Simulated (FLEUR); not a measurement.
Records of electronic-structure calculations.

```
! title: ZrFe2: which magnetic order is lowest
! method: LDA (VWN); all-electron FLAPW, Dirac cores, scalar-relativistic bands
! program: FLEUR MaX-R8.1
! settings of one run: kmax 3.24 1/bohr, gmax 9.7 1/bohr, muffin tin radii Zr: 2.8, Fe: 2.31 bohr, lmax Zr: [10, 8], Fe: [10, 8], hist occupations, smearing width 0.08 eV, mixer Anderson, mixing 0.05, max iterations 90, stop 2.00e-5 me/bohr³, collinear spin, 8×8×8 k-mesh, mesh matched on, starting moments 0 0 2.8 2.8 2.8 2.8 μB
! cost: 4 runs, 20 min in all on 4 MPI ranks of Arm Neoverse V2, shared host (the runs of this entry)
! notes: The run is spin-polarised, with a total moment of 5.97 μB a cell. Only 4 starts were tried; other patterns of signs, canted and longer-period orders were not.
! lowest state found: ferromagnetic (initial ferro ++++)
! largest site spin moment: 1.78 μB
! next finished state: ferrimagnetic, 92.9 meV a seeded atom higher
! energy gained by spin polarisation: 122 meV a seeded atom
CELL_PARAMETERS angstrom
0.00000 3.54350 3.54350
3.54350 0.00000 3.54350
3.54350 3.54350 0.00000
ATOMIC_POSITIONS crystal
Zr 0.00000 0.00000 0.00000
Zr 0.25000 0.25000 0.25000
Fe 0.62500 0.62500 0.62500
Fe 0.12500 0.62500 0.62500
Fe 0.62500 0.62500 0.12500
Fe 0.62500 0.12500 0.62500
```

[Logs and program files are shortened in this print: banners, set-up blocks, solver, clock and traceback lines can be left out without a mark of their own.]

[Logs are printed without paths, hosts, clocks, repeated set-up lines and the standing remarks that a program may print on its own settings, such as how far it seeks lower states.]

[Hosts, paths, dates, database ids (printed as entryN), source tags and the programs' standing remarks are cut or masked in the printed files.]

[Where a cell is said to come from a database of computed structures, the database is the Materials Project.]
